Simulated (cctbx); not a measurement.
## Interatomic vectors of Fe2CO4

Space group Pnma (no. 62), a = 9.9790 Å, b = 3.3240 Å, c = 9.8400 Å, α = 90.00°, β = 90.00°, γ = 90.00°, content Fe8 O16 C4.

Simulated single-crystal data (cctbx): Mo Kα, λ = 0.71073 Å, to d = 0.6 Å, 50 % of the full sphere, strongest reflection 20000 counts, noise from counting, a 3 % proportional error and a noise floor of 15 counts (s.d.); no absorption, some extinction.

Patterson synthesis, origin scaled to 1000:

```text
Patterson group P m m m
      u       v       w   height  length (A)
  0.000   0.000   0.000   1000.0     0.00
  0.500   0.000   0.250    469.3     5.57
  0.000   0.000   0.378    439.0     3.72
  0.276   0.500   0.500    434.9     5.88
  0.266   0.500   0.124    297.5     3.36
  0.500   0.000   0.128    217.0     5.15
  0.225   0.500   0.248    212.4     3.71
  0.500   0.000   0.370    207.1     6.18
  0.136   0.500   0.056    152.6     2.22
  0.119   0.000   0.185    150.3     2.18
  0.219   0.500   0.372    126.2     4.57
  0.358   0.500   0.188    114.2     4.35
  0.068   0.000   0.315    111.7     3.17
  0.394   0.000   0.069    111.4     3.99
```

**Question.** Which atom pairs make the peaks, and where is the heaviest atom?

A peak at u stands for all pairs with xi − xj = u, with weight Σ ZiZj against Σ Z² = 6576 at the origin. Peak heights follow these weights only roughly, since form factors, motion and series ripples differ, all vectors within 0.55 Å of a peak are counted as merged into it though the farther ones add only part of their weight, and F(000) is left out, which lowers the whole map:

| u | v | w | shortest length (Å) | height | 1000 ΣZiZj/ΣZ² | pairs in the cell |
| --- | --- | --- | --- | --- | --- | --- |
| 0.500 | 0.000 | 0.250 | 5.56 | 469 | 539 | 4 × Fe–Fe, 12 × O–O, 2 × C–C |
| 0.000 | 0.000 | 0.378 | 3.72 | 439 | 411 | 4 × Fe–Fe |
| 0.276 | 0.500 | 0.500 | 5.88 | 435 | 440 | 4 × Fe–Fe, 4 × O–C |
| 0.266 | 0.500 | 0.124 | 3.36 | 298 | 386 | 3 × Fe–Fe, 8 × O–O |
| 0.500 | 0.000 | 0.128 | 5.15 | 217 | 206 | 2 × Fe–Fe |
| 0.225 | 0.500 | 0.248 | 3.71 | 212 | 220 | 2 × Fe–Fe, 2 × O–C |
| 0.500 | 0.000 | 0.370 | 6.18 | 207 | 206 | 2 × Fe–Fe |
| 0.136 | 0.500 | 0.056 | 2.22 | 153 | 253 | 8 × Fe–O |
| 0.119 | 0.000 | 0.185 | 2.17 | 150 | 253 | 8 × Fe–O |
| 0.219 | 0.500 | 0.372 | 4.58 | 126 | 181 | 1 × Fe–Fe, 8 × O–O |

The table stops at ten peaks or at a height of 45, below which ripples compete. In the model behind the data Fe, the heaviest element, has 2 independent sites: (0.3912, 1/4, 0.1864) and (0.8838, 1/4, 0.9357), up to an allowed shift of origin; the Fe–Fe vectors are differences of these positions and their symmetry mates. The whole model:

| atom | mult. | x | y | z | Ueq (Å²) |
| --- | --- | --- | --- | --- | --- |
| Fe1 | 4 | 0.3912 | 1/4 | 0.1864 | 0.0125 |
| Fe2 | 4 | 0.8838 | 1/4 | 0.9357 | 0.0137 |
| O1 | 4 | 0.9768 | 1/4 | 0.6290 | 0.0175 |
| O2 | 4 | 0.7420 | 3/4 | 0.0005 | 0.0197 |
| O3 | 4 | 0.2447 | 3/4 | 0.2463 | 0.0150 |
| O4 | 4 | 0.9966 | 1/4 | 0.1102 | 0.0141 |
| C1 | 4 | 0.1621 | 3/4 | 0.3736 | 0.0182 |

The model is made up (kin elements in a known structure type, no relaxation), so it says nothing on whether the phase exists.

[Logs are printed without paths, hosts, clocks, repeated set-up lines and the standing remarks that a program may print on its own settings, such as how far it seeks lower states.]
